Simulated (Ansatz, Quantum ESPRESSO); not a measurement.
# Pd (Fm-3m): electron–phonon coupling with Quantum ESPRESSO

What λ does ph.x give for Pd (Fm-3m), and how does it hang on the broadening?

Calculated with Ansatz 0.2.0 and Quantum ESPRESSO 7.5; DFT PBE, scalar-relativistic, plane waves, PAW, in the first sound run; inputs show where later runs differ.

This is a report of a sequence of runs, with most program output left out.

## 1. Set-up

The structure is cubic, space group Fm-3m (No. 225). The conventional cell has a = 3.893 Å, b = 3.893 Å, c = 3.893 Å, α = 90.00°, β = 90.00°, γ = 90.00°. Pd has 12 Pd at 2.75 Å nearest.

## 2. Relaxation

The structure is brought to rest under this functional.

Contents of input.yaml:

```yaml
crystal:
  lattice:
    - [0.0, 1.9465, 1.9465]
    - [1.9465, 0.0, 1.9465]
    - [1.9465, 1.9465, 0.0]
  atoms:
    - { symbol: Pd, position: [0.0, 0.0, 0.0] }
kpoints:
  mp_grid: { grid: [14, 14, 14] }
hamiltonian:
  xc: pbe
scf:
  occupations: { method: gaussian, width: 0.1 }
output:
  forces: true
  stress: true
  eigenvalues: true
relax:
  adjacent_minimum: "off"
  f_tol: 0.005
  max_steps: 80
  cell: { stress_tol: 0.05 }
```

Run with:

```console
$ ansatz run input.yaml --threads 4 --pin off --max-ram 8192MiB --backend cpu --events-out ev --progress --plain --runs-dir out
```

It took 1.8 s on 4 threads of Arm Neoverse V2, shared host; peak memory 0.28 GiB.

Relaxation path:

| step | energy less that of the first step (eV) | largest force component (eV/Å) | pressure (GPa) | volume (Å³) |
| --- | --- | --- | --- | --- |
| 1 | 0.0000 | 0.0000 | 7.33 | 14.75 |
| 2 | -0.0077 | 0.0000 | -3.91 | 15.73 |
| 3 | -0.0127 | 0.0000 | -0.36 | 15.38 |
| 4 | -0.0128 | 0.0000 | -0.01 | 15.35 |
| 5 | -0.0130 | 0.0000 | -0.03 | 15.35 |

The log counts 1 steps on a newly chosen plane-wave basis, not all of them marked here; energy and pressure can jump at such steps.

| conventional cell, symmetrised | before | after | change |
| --- | --- | --- | --- |
| a (Å) | 3.893 | 3.945 | +1.3 % |
| b (Å) | 3.893 | 3.945 | +1.3 % |
| c (Å) | 3.893 | 3.945 | +1.3 % |
| volume (Å³/atom) | 14.75 | 15.35 | +4.0 % |

Final coordinates:

```
Pd
1.0
     0.00000    1.97233    1.97233
     1.97233    0.00000    1.97233
     1.97233    1.97233    0.00000
Pd
1
Direct
  0.00000 0.00000 0.00000
```

This step gave:

- pressure: -0.02946 GPa
- volume per atom: 15.35 Å³
- metallic on mesh: yes
- gap on the k-mesh: 0 eV

The largest force is now zero by symmetry and the largest stress component 0.029 GPa.

## 3. Ground state with pw.x

ph.x needs a tightly converged ground state on the same k mesh; the cell is that of the step before.

This step: DFT PBE, scalar-relativistic, plane waves, GBRV ultrasoft pseudopotentials (Quantum ESPRESSO 7.5).

Contents of pw.in:

```
 &control
    calculation='scf',
    prefix='x',
    outdir='./tmp',
    pseudo_dir='./pseudo',
    tprnfor=.true.,
    tstress=.true.,
 /
 &system
    ibrav=0,
    nat=1,
    ntyp=1,
    ecutwfc=45.0,
    ecutrho=360.0,
    occupations='smearing',
    smearing='fd',
    degauss=0.00734986,
    nbnd=15,
 /
 &electrons
    conv_thr=1.0d-11,
    mixing_beta=0.5,
 /
ATOMIC_SPECIES
 Pd    106.4200  Pd.upf
CELL_PARAMETERS angstrom
     0.000000000    1.972327971    1.972327971
     1.972327971    0.000000000    1.972327971
     1.972327971    1.972327971    0.000000000
ATOMIC_POSITIONS crystal
 Pd     0.000000000   0.000000000   0.000000000
K_POINTS automatic
 12 12 12 0 0 0
```

Run with:

```console
$ OMP_NUM_THREADS=1 mpirun -n 4 pw.x -nk 4 -in pw.in > pw.x.log
```

The job ended after 2.8 s (4 MPI ranks; 11 s of CPU time).

Numbers from this step:

```yaml
pressure: 0.143 GPa
```

With these potentials, mesh and smearing the cell is at 0.14 GPa.

## 4. Second program, linear response: Fermi–Dirac smearing of 0.1 eV

ph.x gives each mode's frequency and linewidth; λ of a mode follows from Gaussian double-delta sums over the k mesh, here at four widths.

Contents of ph.in:

```
phonons and couplings
 &inputph
    prefix='x',
    outdir='./tmp',
    tr2_ph=1.0d-15,
    fildyn='x.dyn',
    fildvscf='dvscf',
    ldisp=.true.,
    nq1=3,
    nq2=3,
    nq3=3,
    electron_phonon='simple',
    el_ph_ngauss=0,
    el_ph_sigma=0.00734986,
    el_ph_nsigma=4,
    alpha_mix(1)=0.5,
    amass(1)=106.42,
 /
```

Run with:

```console
$ OMP_NUM_THREADS=1 mpirun -n 4 ph.x -nk 4 -in ph.in > ph.x.log
```

It took 4.1 min on 4 MPI ranks.

Numbers from this step:

- highest frequency, solved or plainly interpolated: 189.5 cm⁻¹
- omega log against width: 15.88, 16.15, 16.4, 16.48 meV, at widths 0.1 to 0.4 eV

As ph.x prints them, no sum rule imposed; at the zone centre the sum is no linewidth. Double-delta sums:

| q1 | q2 | q3 | star | mode | omega (meV) | lambda_q, sigma 0.1 eV | lambda_q, sigma 0.2 eV | lambda_q, sigma 0.3 eV | lambda_q, sigma 0.4 eV | half width at sigma 0.2 (meV) |
| --- | --- | --- | --- | --- | --- | --- | --- | --- | --- | --- |
| 0 | 0 | 0 | 1 | 1 | 0.5523 | 0 | 0 | 0 | 0 | 1.24e-4 |
| 0 | 0 | 0 | 1 | 2 | 0.5523 | 0 | 0 | 0 | 0 | 1.24e-4 |
| 0 | 0 | 0 | 1 | 3 | 0.5523 | 0 | 0 | 0 | 0 | 1.24e-4 |
| 0 | 0 | 0.3333 | 8 | 1 | 10.91 | 0.1014 | 0.0885 | 0.0792 | 0.0735 | 0.0371 |
| 0 | 0 | 0.3333 | 8 | 2 | 10.91 | 0.1014 | 0.0885 | 0.0792 | 0.0735 | 0.0371 |
| 0 | 0 | 0.3333 | 8 | 3 | 23.49 | 0.0385 | 0.0332 | 0.0297 | 0.0278 | 0.06452 |
| 0 | 0.3333 | 0.3333 | 6 | 1 | 15.81 | 0.0638 | 0.0497 | 0.0477 | 0.0479 | 0.04371 |
| 0 | 0.3333 | 0.3333 | 6 | 2 | 15.81 | 0.0638 | 0.0497 | 0.0477 | 0.0479 | 0.04371 |
| 0 | 0.3333 | 0.3333 | 6 | 3 | 22.98 | 0.0758 | 0.0651 | 0.0596 | 0.0532 | 0.121 |
| 0 | 0.3333 | -0.3333 | 12 | 1 | 15.26 | 0.0987 | 0.0836 | 0.088 | 0.0902 | 0.06849 |
| 0 | 0.3333 | -0.3333 | 12 | 2 | 22.17 | 0.0344 | 0.0396 | 0.0453 | 0.0475 | 0.06845 |
| 0 | 0.3333 | -0.3333 | 12 | 3 | 22.34 | 0.0573 | 0.0612 | 0.0659 | 0.0654 | 0.1075 |

Mean over the q mesh without its centre; few wavevectors enter, so none of the widths can be taken as converged. Table of coupling constant λ, lambda by Gaussian width:

```csv
Gaussian width (eV),"coupling constant λ, lambda"
0.100,0.209
0.200,0.188
0.300,0.186
0.400,0.182
```

λ runs from 0.209 at 0.1 eV to 0.182 at 0.4 eV.

## 5. Summary of results

```json
{"phonon run of the rows without a label of their own": "PBE, q 3×3×3, k 12×12×12", "coupling λ by Gaussian sums at 0.2 eV, Quantum ESPRESSO, GBRV, cutoff 612 eV, q 3×3×3, k 12×12×12": "0.188"}
```

What this shows: Under gradient-corrected functionals ph.x can misplace modes where the density is low; no frozen-phonon run checks these frequencies. In the last run that gave them, λ from the Gaussian sums is steady within 15 % between widths of 0.1 and 0.4 eV; these sums hold few wavevectors and leave out the zone centre.

[Logs are printed without paths, hosts, clocks, repeated set-up lines and the standing remarks that a program may print on its own settings, such as how far it seeks lower states.]

[Hosts, paths, dates, database ids (printed as entryN), source tags and the programs' standing remarks are cut or masked in the printed files.]
